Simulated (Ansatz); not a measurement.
# NaLiCdO2: complex band structure

Wanted: the relaxed cell of NaLiCdO2, its band edges and its decay constants. It is built by putting O for S in the NaLiCdS2 structure of space group P3m1, with the volume rescaled by atomic radii. The parent structure comes from the Materials Project.

Program: Ansatz 0.2.0. Level of theory: PBE DFT, plane waves, PAW files, in the first sound run; inputs show where later runs differ. Results are calculated unless marked as measured.

The structure was built from a prototype and need not be the compound's stable phase.

**1. Starting point**

It takes space group P3m1 (No. 156, trigonal). The conventional cell has a = 3.906 Å, b = 3.906 Å, c = 6.616 Å, α = 90.00°, β = 90.00°, γ = 120.00°. Nearest to Na lie 6 O at 2.73 to 2.89 Å. Li has 3 O at 2.32 Å nearest. Nearest to Cd lie 4 O at 2.37 to 2.43 Å. O has 3 Cd at 2.43 Å and 1 Li at 2.74 Å and 3 Na at 2.89 Å nearest. Nearest to O lie 3 Li at 2.32 Å and 1 Cd at 2.37 Å and 3 Na at 2.73 Å. It derives from NaLiCdS2. O for S in the NaLiCdS2 structure of space group P3m1. Farther neighbours and most contacts between anions are not listed.

Coordinates:

```cif
data_structure
_symmetry_space_group_name_H-M 'P 1'
_symmetry_Int_Tables_number 1
_cell_length_a 3.9055
_cell_length_b 3.9055
_cell_length_c 6.6156
_cell_angle_alpha 90.000
_cell_angle_beta 90.000
_cell_angle_gamma 120.000
_cell_volume 87.39
loop_
_atom_site_label
_atom_site_type_symbol
_atom_site_fract_x
_atom_site_fract_y
_atom_site_fract_z
_atom_site_occupancy
Na1 Na 0.33333 0.66667 0.97300 1
Li2 Li 0.66667 0.33333 0.65898 1
Cd3 Cd 0.00000 0.00000 0.38218 1
O4 O 0.66667 0.33333 0.24511 1
O5 O 0.00000 0.00000 0.74073 1
```

**2. Cell and atoms at rest**

The substituted atoms don't fit the parent's cell, so cell and atoms relax together. A small smearing keeps the run stable in case the gap closes on the way.

Contents of input.yaml:

```yaml
crystal:
  lattice:
    - [3.90554775, 0.0, 0.0]
    - [-1.952773875, 3.3823035672, 0.0]
    - [0.0, 0.0, 6.6155593125]
  atoms:
    - { symbol: Na, position: [0.3333333333, 0.6666666667, 0.973003] }
    - { symbol: Li, position: [0.6666666667, 0.3333333333, 0.658978] }
    - { symbol: Cd, position: [0.0, 0.0, 0.382182] }
    - { symbol: O, position: [0.6666666667, 0.3333333333, 0.245109] }
    - { symbol: O, position: [0.0, 0.0, 0.740729] }
kpoints:
  mp_grid: { grid: [6, 6, 4] }
scf:
  occupations: { method: gaussian, width: 0.03 }
hamiltonian:
  xc: pbe
output:
  forces: true
  stress: true
relax:
  f_tol: 0.02
  max_steps: 60
  cell: {}
```

On the command line:

```
> ansatz run input.yaml --threads 2 --pin off --max-ram 4096MiB --backend cpu --events-out ev --progress --plain --runs-dir out
```

Numbers of over 12 decimals in the logs are rounded to 6 here.

Output:

```text
Engine: ansatz 0.2.0, aarch64-unknown-linux-gnu
Pseudopotentials: kind: paw
Pseudopotential: Na, paw, valence charge 9, recommended cutoff 420 eV (normal), Na.paw.azcp
Pseudopotential: Li, paw, valence charge 3, recommended cutoff 420 eV (normal), Li.paw.azcp
Pseudopotential: Cd, paw, valence charge 20, recommended cutoff 420 eV (normal), Cd.paw.azcp
Pseudopotential: O, paw, valence charge 6, recommended cutoff 420 eV (normal), O.paw.azcp
Functional definition: PBE
  parameter kappa = 0.804
  parameter beta = 0.066725
  exchange = pbe_x(kappa = kappa, mu = beta*pi^2/3)
  correlation = pbe_c(beta = beta)
Crystal: 5 atoms, lattice volume = 87.390 Å³
Basis set: ecut = 420 eV, 1715 PW (Γ), exchange–correlation on 54×54×90 points (8 copies of the dense FFT grid, shifted against one another)
Bands: 27, of which v1, the nominal top of the filled ones, is band 22 counted from 1 (21 counted from 0)
Symmetry: 6 space group operations
Space group: P3m1 (ITA 156), of the structure as read, at distance tolerance 4.4e-5 Å
k-points: 24 of 144 (time reversal used)
Non-local potential: Na, projectors of the file, l = 0: 3, l = 1: 2, l = 2: 1
Non-local potential: Li, projectors of the file, l = 0: 3, l = 1: 2, l = 2: 1
Non-local potential: Cd, projectors of the file, l = 0: 3, l = 1: 2, l = 2: 2, l = 3: 1
Non-local potential: O, projectors of the file, l = 0: 2, l = 1: 2, l = 2: 1
PAW form: soft (Blöchl's): semilocal exchange-correlation on the pseudo side does not see the compensation charge
PAW one-centre angular grid: Na, 110 points (default); XC on 64 Gauss nodes
PAW one-centre angular grid: Li, 110 points (default); XC on 64 Gauss nodes
PAW one-centre angular grid: Cd, 590 points (default); XC on 64 Gauss nodes
PAW one-centre angular grid: O, 110 points (default); XC on 64 Gauss nodes
Initial density: superposition of atomic densities (neutral atoms: chi_scale 0, normalization atom), corrected by the library's trained network
Initial wavefunctions: pseudopotential atomic-orbital guess
Functional: x = pbe(κ = 0.804, μ = 0.219515), c = pbe(β = 0.066725)
SCF iter   1: F=—  HF=-11081.052512 eV  |F-HF|=—  |Δ(HF+E_count)|=         —  Δρ=3.16e-3  dr2=1.23e-2  ethr=1.77e-3  ⟨swp⟩=5.9  Hψ=2586  notcnv=0
preconditioner: auto → Resta (q_TF=auto, 2.433 Å⁻¹)  ε∞=3.4  [insulator: Δε(μ)=0.406 eV  Ē_g=14.525 eV  σ=0.030 eV  W_gap=1.00  n_scr=22 (ndim 8)  ℏωp=22.5 eV  f_vac=0.133  D(μ)=0.00/eV (n_scr^D=0)  ε∞_Penn≈3.4]
SCF iter   2: F=—  HF=-11081.052321 eV  |F-HF|=—  |Δ(HF+E_count)|=   1.91e-4  Δρ=2.45e-3  dr2=4.79e-3  ethr=2.79e-5  ⟨swp⟩=2.0  Hψ=1211  notcnv=0  defer=24
SCF iter   3: F=—  HF=-11081.051804 eV  |F-HF|=—  |Δ(HF+E_count)|=   5.17e-4  Δρ=1.02e-3  dr2=1.72e-3  ethr=1.09e-5  ⟨swp⟩=2.0  Hψ=1001  notcnv=0  defer=24
SCF iter   4: F=—  HF=-11081.051692 eV  |F-HF|=—  |Δ(HF+E_count)|=   1.12e-4  Δρ=7.72e-4  dr2=6.75e-4  ethr=3.90e-6  ⟨swp⟩=2.0  Hψ=697  notcnv=0  defer=24
SCF iter   5: F=—  HF=-11081.051604 eV  |F-HF|=—  |Δ(HF+E_count)|=   8.78e-5  Δρ=1.70e-4  dr2=5.58e-5  ethr=1.53e-6  ⟨swp⟩=2.0  Hψ=783  notcnv=0  defer=24
SCF iter   6: F=—  HF=-11081.051741 eV  |F-HF|=—  |Δ(HF+E_count)|=   1.37e-4  Δρ=9.91e-5  dr2=1.17e-5  ethr=1.27e-7  ⟨swp⟩=2.1  Hψ=798  notcnv=0  defer=24
SCF iter   7: F=—  HF=-11081.051743 eV  |F-HF|=—  |Δ(HF+E_count)|=   1.56e-6  Δρ=1.76e-5  dr2=3.65e-7  ethr=2.65e-8  ⟨swp⟩=2.0  Hψ=768  notcnv=0  defer=24
SCF iter   8: F=-11081.051743 eV  HF=-11081.051743 eV  |F-HF|=5.55e-9  |Δ(HF+E_count)|=   4.55e-7  Δρ=6.22e-6  dr2=3.04e-8  ethr=2.27e-10  ⟨swp⟩=4.0  Hψ=1981  notcnv=0
SCF 1 converged in 8 iterations: F = -11081.051743 eV  dr2 = 3.04e-8
  greatest PAW one-centre occupation: 1.000 electrons in one spin orbital (limit 2), on the Cd atom at site 2 (counted from 0), in its partial waves of l = 0
relax step   1: F+E_penalty+E_count = -11081.05174329 eV  Δ(F+E_penalty+E_count) = +0.000e0 eV  max|allowed force component| = 1.154e0 eV/Å  Δτ_max = 0.0000 Å  P = -11.275 GPa  Ω = 87.390 Å³  (8 SCF iters, dr2 threshold 1.00e-7 eV, accepted)
Crystal: 5 atoms, lattice volume = 75.937 Å³
Basis set: ecut = 420 eV, 1485 PW (Γ), exchange–correlation on 54×54×90 points (8 copies of the dense FFT grid, shifted against one another)
Initial density: handed on by an earlier stage of this run
Initial wavefunctions: those handed on with the density
iter 1 solved again at ethr=3.61e-4 eV; its pass at ethr=3.10e-3 eV (dr2=1.59e-1 eV) is discarded
SCF iter   1: F=—  HF=-11081.900924 eV  |F-HF|=—  |Δ(HF+E_count)|=         —  Δρ=1.48e-2  dr2=1.58e-1  ethr=3.61e-4  ⟨swp⟩=1.0  Hψ=3259  notcnv=0
preconditioner: auto → Resta (q_TF=auto, 2.491 Å⁻¹)  ε∞=3.5  [insulator: Δε(μ)=0.683 eV  Ē_g=15.353 eV  σ=0.030 eV  W_gap=1.00  n_scr=22 (ndim 8)  ℏωp=24.1 eV  f_vac=0.077  D(μ)=0.00/eV (n_scr^D=0)  ε∞_Penn≈3.5]
SCF iter   2: F=—  HF=-11081.864036 eV  |F-HF|=—  |Δ(HF+E_count)|=   3.69e-2  Δρ=7.81e-3  dr2=3.35e-2  ethr=3.58e-4  ⟨swp⟩=3.2  Hψ=1060  notcnv=0
SCF iter   3: F=—  HF=-11081.859292 eV  |F-HF|=—  |Δ(HF+E_count)|=   4.74e-3  Δρ=4.04e-3  dr2=1.46e-2  ethr=7.62e-5  ⟨swp⟩=2.0  Hψ=1071  notcnv=0  defer=3
SCF iter   4: F=—  HF=-11081.857420 eV  |F-HF|=—  |Δ(HF+E_count)|=   1.87e-3  Δρ=1.36e-3  dr2=1.59e-3  ethr=3.33e-5  ⟨swp⟩=2.1  Hψ=920  notcnv=0  defer=19
SCF iter   5: F=—  HF=-11081.857518 eV  |F-HF|=—  |Δ(HF+E_count)|=   9.87e-5  Δρ=8.82e-4  dr2=5.66e-4  ethr=3.61e-6  ⟨swp⟩=2.0  Hψ=1003  notcnv=0  defer=19
SCF iter   6: F=—  HF=-11081.857507 eV  |F-HF|=—  |Δ(HF+E_count)|=   1.17e-5  Δρ=2.62e-4  dr2=5.95e-5  ethr=1.29e-6  ⟨swp⟩=2.0  Hψ=902  notcnv=0  defer=19
SCF iter   7: F=—  HF=-11081.857517 eV  |F-HF|=—  |Δ(HF+E_count)|=   9.91e-6  Δρ=9.91e-5  dr2=5.90e-6  ethr=1.35e-7  ⟨swp⟩=2.0  Hψ=772  notcnv=0  defer=19
SCF iter   8: F=-11081.857522 eV  HF=-11081.857522 eV  |F-HF|=2.68e-7  |Δ(HF+E_count)|=   5.62e-6  Δρ=1.80e-5  dr2=2.82e-7  ethr=1.14e-9  ⟨swp⟩=3.0  Hψ=2469  notcnv=0
SCF 2 converged in 8 iterations: F = -11081.857522 eV  dr2 = 2.82e-7
relax step   2: F+E_penalty+E_count = -11081.85752242 eV  Δ(F+E_penalty+E_count) = -8.058e-1 eV  max|allowed force component| = 1.687e-1 eV/Å  Δτ_max = 0.1022 Å  P = -5.919 GPa  Ω = 75.937 Å³  energy of the carried Pulay correction = +2.306e-2 eV  (8 SCF iters, dr2 threshold 5.00e-7 eV, accepted)
Crystal: 5 atoms, lattice volume = 66.467 Å³
Basis set: ecut = 420 eV, 1299 PW (Γ), exchange–correlation on 54×54×90 points (8 copies of the dense FFT grid, shifted against one another)
iter 1 solved again at ethr=1.59e-4 eV; its pass at ethr=3.10e-3 eV (dr2=6.97e-2 eV) is discarded
[...]
SCF iter   5: F=—  HF=-11082.107916 eV  |F-HF|=—  |Δ(HF+E_count)|=   3.72e-5  Δρ=4.08e-4  dr2=1.11e-4  ethr=1.28e-6  ⟨swp⟩=2.0  Hψ=1038  notcnv=0  defer=10
SCF iter   6: F=—  HF=-11082.107909 eV  |F-HF|=—  |Δ(HF+E_count)|=   7.11e-6  Δρ=2.21e-4  dr2=2.71e-5  ethr=2.53e-7  ⟨swp⟩=2.0  Hψ=931  notcnv=0  defer=10
SCF iter   7: F=—  HF=-11082.107912 eV  |F-HF|=—  |Δ(HF+E_count)|=   3.25e-6  Δρ=4.43e-5  dr2=1.63e-6  ethr=6.17e-8  ⟨swp⟩=2.0  Hψ=912  notcnv=0  defer=10
SCF iter   8: F=-11082.107913 eV  HF=-11082.107913 eV  |F-HF|=5.97e-8  |Δ(HF+E_count)|=   1.00e-6  Δρ=1.44e-5  dr2=1.05e-7  ethr=1.14e-9  ⟨swp⟩=4.0  Hψ=2184  notcnv=0
SCF 3 converged in 8 iterations: F = -11082.107913 eV  dr2 = 1.05e-7
  greatest PAW one-centre occupation: 1.000 electrons in one spin orbital (limit 2), on the Cd atom at site 2 (counted from 0), in its partial waves of l = 1
relax step   3: F+E_penalty+E_count = -11082.10791311 eV  Δ(F+E_penalty+E_count) = -2.504e-1 eV  max|allowed force component| = 5.339e-1 eV/Å  Δτ_max = 0.0876 Å  P = +0.860 GPa  Ω = 66.467 Å³  energy of the carried Pulay correction = +4.474e-2 eV  (8 SCF iters, dr2 threshold 5.00e-7 eV, accepted)
[... from here on, the SCF cycles and remarks between the steps are left out ...]
relax step   4: F+E_penalty+E_count = -11082.18715127 eV  Δ(F+E_penalty+E_count) = -7.924e-2 eV  max|allowed force component| = 2.682e-1 eV/Å  Δτ_max = 0.1415 Å  P = +0.901 GPa  Ω = 64.666 Å³  energy of the carried Pulay correction = +4.917e-2 eV  (7 SCF iters, dr2 threshold 5.00e-7 eV, accepted)
relax step   5: F+E_penalty+E_count = -11082.20506666 eV  Δ(F+E_penalty+E_count) = -1.792e-2 eV  max|allowed force component| = 3.154e-1 eV/Å  Δτ_max = 0.1543 Å  P = +0.017 GPa  Ω = 64.029 Å³  energy of the carried Pulay correction = +5.076e-2 eV  (8 SCF iters, dr2 threshold 5.00e-7 eV, accepted)
relax step   6: F+E_penalty+E_count = -11082.22266515 eV  Δ(F+E_penalty+E_count) = -1.760e-2 eV  max|allowed force component| = 3.359e-2 eV/Å  Δτ_max = 0.0727 Å  P = +0.015 GPa  Ω = 65.030 Å³  energy of the carried Pulay correction = +4.827e-2 eV  (7 SCF iters, dr2 threshold 5.00e-7 eV, accepted)
relax step   7: F+E_penalty+E_count = -11082.22279490 eV  Δ(F+E_penalty+E_count) = -1.298e-4 eV  max|allowed force component| = 1.381e-2 eV/Å  Δτ_max = 0.0083 Å  P = -0.047 GPa  Ω = 65.042 Å³  energy of the carried Pulay correction = +4.824e-2 eV  (6 SCF iters, dr2 threshold 7.05e-8 eV, accepted)
relax step   8: F+E_penalty+E_count = -11082.22291612 eV  Δ(F+E_penalty+E_count) = -1.212e-4 eV  max|allowed force component| = 4.944e-3 eV/Å  Δτ_max = 0.0023 Å  P = +0.008 GPa  Ω = 65.004 Å³  energy of the carried Pulay correction = +4.833e-2 eV  (6 SCF iters, dr2 threshold 1.46e-8 eV, accepted)
relax step   9: F+E_penalty+E_count = -11082.20948669 eV  Δ(F+E_penalty+E_count) = +1.343e-2 eV  max|allowed force component| = 4.877e-3 eV/Å  Δτ_max = 0.0000 Å  P = -0.370 GPa  Ω = 65.004 Å³  stress off target by 3.76e-1 GPa  SCF on the basis re-selected at this cell (its energy is not comparable with the rows above)  (8 SCF iters)
relax step  10: F+E_penalty+E_count = -11082.21099045 eV  Δ(F+E_penalty+E_count) = -1.504e-3 eV  max|allowed force component| = 5.871e-3 eV/Å  Δτ_max = 0.0043 Å  P = +0.083 GPa  Ω = 64.559 Å³  energy of the carried Pulay correction = +1.079e-3 eV  (5 SCF iters, dr2 threshold 3.53e-7 eV, accepted)
relax step  11: F+E_penalty+E_count = -11082.21085537 eV  Δ(F+E_penalty+E_count) = +1.351e-4 eV  max|allowed force component| = 1.697e-3 eV/Å  Δτ_max = 0.0014 Å  P = -0.000 GPa  Ω = 64.624 Å³  energy of the carried Pulay correction = +9.215e-4 eV  (5 SCF iters, dr2 threshold 2.06e-8 eV, accepted)
iter 1 solved again at ethr=1.05e-7 eV; its pass at ethr=3.10e-3 eV (dr2=4.62e-5 eV) is discarded
SCF iter   1: F=—  HF=-11082.209924 eV  |F-HF|=—  |Δ(HF+E_count)|=         —  Δρ=3.57e-5  dr2=1.34e-7  ethr=1.05e-7  ⟨swp⟩=3.0  Hψ=4150  notcnv=0
preconditioner: auto → Resta (q_TF=auto, 2.559 Å⁻¹)  ε∞=3.7  [insulator: Δε(μ)=0.966 eV  Ē_g=16.003 eV  σ=0.030 eV  W_gap=1.00  n_scr=22 (ndim 8)  ℏωp=26.1 eV  f_vac=0.046  D(μ)=0.00/eV (n_scr^D=0)  ε∞_Penn≈3.7]
SCF iter   2: F=—  HF=-11082.210054 eV  |F-HF|=—  |Δ(HF+E_count)|=   1.30e-4  Δρ=1.74e-5  dr2=4.27e-8  ethr=3.04e-10  ⟨swp⟩=2.0  Hψ=1104  notcnv=0
SCF iter   3: F=—  HF=-11082.210054 eV  |F-HF|=—  |Δ(HF+E_count)|=   6.92e-8  Δρ=8.09e-6  dr2=6.51e-9  ethr=9.72e-11  ⟨swp⟩=2.0  Hψ=773  notcnv=0
SCF iter   4: F=—  HF=-11082.210054 eV  |F-HF|=—  |Δ(HF+E_count)|=   2.00e-8  Δρ=1.82e-6  dr2=1.98e-9  ethr=1.48e-11  ⟨swp⟩=2.0  Hψ=960  notcnv=0
SCF iter   5: F=—  HF=-11082.210054 eV  |F-HF|=—  |Δ(HF+E_count)|=  2.24e-10  Δρ=5.73e-7  dr2=1.74e-10  ethr=4.51e-12  ⟨swp⟩=2.0  Hψ=820  notcnv=0
SCF iter   6: F=-11082.210054 eV  HF=-11082.210054 eV  |F-HF|=1.82e-11  |Δ(HF+E_count)|=  2.18e-11  Δρ=1.89e-7  dr2=3.42e-11  ethr=1.00e-12  ⟨swp⟩=4.0  Hψ=1900  notcnv=0
SCF 12 converged in 6 iterations: F = -11082.210054 eV  dr2 = 3.42e-11
relax step  12: F+E_penalty+E_count = -11082.21005445 eV  Δ(F+E_penalty+E_count) = +8.009e-4 eV  max|allowed force component| = 1.698e-3 eV/Å  Δτ_max = 0.0000 Å  P = -0.018 GPa  Ω = 64.624 Å³  stress off target by 2.20e-2 GPa  SCF on the basis re-selected at this cell (its energy is not comparable with the rows above)  (6 SCF iters)
basis re-selected at this cell: Δ(F+E_penalty+E_count) = +8.009e-4 eV, ΔP = -0.018 GPa vs the last step (what re-selecting the basis moved, of the pressure what is left beyond the Pulay correction that the steps carried, after the strain that the cell walked since its last selection, with what the two solves' SCF thresholds leave and, on support functions, any second-order correction that the steps lacked; it is no m [...]
SCF converged after 6 iterations
Free energy (F): -11082.210054 eV
Harris-Foulkes:  -11082.210054 eV  (|F-HF|=1.82e-11)
Internal energy: -11082.210054 eV  (E = F + TS)
E sigma→0 (E₀):  -11082.210054 eV
Fermi energy:    6.774857 eV
--- Per-component energies (eV) ---
  E_band       = -751.864076
  E_kinetic    = 997.560726
  E_local      = -5642.100700  (includes V_loc(G=0)·N_el)
  E_nonlocal   = 212.870914
  E_hartree    = 2409.765842
  E_xc         = -375.315777
  E_vxc        = -475.511882  (∫ρ·V_xc dr)
  E_paw        = -4683.620292  (= ΣΔE_a)
  E_vpaw       = -664.219589  (= ΣTr[D̂ρ^β])
  E_aug_tail   = 0.004729  (compensation charges beyond the density's cutoff)
  E_ewald      = -4001.375495
  E_smearing   = -0.000000  (= −TS)
  E_closure    = -0.000000  (closes the sum)
  Σ components = -11082.210054   (vs F -11082.210054, Δ=0.00e0)
--- Forces (eV/Å), atoms counted from 1 ---
  atom   1  Na    -0.00000000     0.00000000     0.00169807
  atom   2  Li    -0.00000000     0.00000000    -0.00072518
  atom   3  Cd    -0.00000000     0.00000000    -0.00011765
  atom   4  O      0.00000000    -0.00000000    -0.00104934
  atom   5  O     -0.00000000     0.00000000     0.00019533
  max |Σ_I F_I| component: 1.23e-6 eV/Å
--- Stress (GPa, compression-positive) ---
       -0.015631       0.000000      -0.000000
        0.000000      -0.015631       0.000000
       -0.000000       0.000000      -0.022028
  P = ⅓ Tr σ = -0.0178 GPa (-0.178 kbar)
--- Relaxed structure (10 steps of the walk, 10 accepted, 2 SCFs on fresh bases) ---
  F+E_penalty+E_count = -11082.21005445 eV   max|allowed force component| = 1.698e-3 eV/Å   (the final SCF, on the basis selected at the relaxed cell)
  cell:  # Å, volume = 64.6242 Å³
    - [3.426546, 0, -2.34077064052486e-17]
    - [-1.713273, 2.967476, 1.170385320262429e-17]
    - [-3.9650026066984235e-17, 0, 6.355528]
  atoms:
    - { symbol: Na, position: [0.333333, 0.666667, 0.984568] }
    - { symbol: Li, position: [0.666667, 0.333333, 0.703714] }
    - { symbol: Cd, position: [-3.356161138935969e-17, -1.4802973661453348e-17, 0.378115] }
    - { symbol: O, position: [0.666667, 0.333333, 0.209648] }
    - { symbol: O, position: [-3.4358121552746467e-17, -1.4802973661453333e-17, 0.723956] }
```

Run time: 29 s. Hardware: 2 threads of Arm Neoverse V1, shared host; peak memory 0.41 GiB.

The steps of the relaxation:

| step | energy less that of the first step (eV) | largest force component (eV/Å) | pressure (GPa) | volume (Å³) |
| --- | --- | --- | --- | --- |
| 1 | 0.0000 | 1.1538 | -11.28 | 87.39 |
| 2 | -0.8058 | 0.1687 | -5.92 | 75.94 |
| 3 | -1.0562 | 0.5339 | 0.86 | 66.47 |
| 4 | -1.1354 | 0.2682 | 0.90 | 64.67 |
| 5 | -1.1533 | 0.3154 | 0.02 | 64.03 |
| 6 | -1.1709 | 0.0336 | 0.02 | 65.03 |
| 7 | -1.1711 | 0.0138 | -0.05 | 65.04 |
| 8 | -1.1712 | 0.0049 | 0.01 | 65.00 |
| 9* | -1.1577 | 0.0049 | -0.37 | 65.00 |
| 10 | -1.1592 | 0.0059 | 0.08 | 64.56 |
| 11 | -1.1591 | 0.0017 | 0.00 | 64.62 |
| 12* | -1.1583 | 0.0017 | -0.02 | 64.62 |

Relaxation steps marked * repeat the geometry before them on a plane-wave basis chosen anew for their cell, so energy and pressure can jump there.

Forces are held to the 6 operations that the run works with; a distortion that breaks them can't arise in this run.

| cell as run | before | after | change |
| --- | --- | --- | --- |
| a (Å) | 3.906 | 3.427 | -12.3 % |
| b (Å) | 3.906 | 3.427 | -12.3 % |
| c (Å) | 6.616 | 6.356 | -3.9 % |
| volume (Å³/atom) | 17.48 | 12.92 | -26.1 % |

The atoms that moved most (Å, as changes of fractional coordinates times the final cell):

| atom | dx | dy | dz | length |
| --- | --- | --- | --- | --- |
| Li2 | 0.000 | 0.000 | 0.284 | 0.284 |
| O4 | 0.000 | 0.000 | -0.225 | 0.225 |
| O5 | 0.000 | 0.000 | -0.107 | 0.107 |
| Na1 | 0.000 | 0.000 | 0.074 | 0.074 |
| Cd3 | 0.000 | 0.000 | -0.026 | 0.026 |

Numbers from this step:

```
free energy  : -11082.2101 eV
Fermi energy : 6.775 eV
pressure     : -0.01776 GPa
```

The largest force component on a free atom ends at 0.0017 eV/Å.

(Continued in part 2 of 3.)

[Logs are printed without paths, hosts, clocks, repeated set-up lines and the standing remarks that a program may print on its own settings, such as how far it seeks lower states.]

[Hosts, paths, dates, database ids (printed as entryN), source tags and the programs' standing remarks are cut or masked in the printed files.]
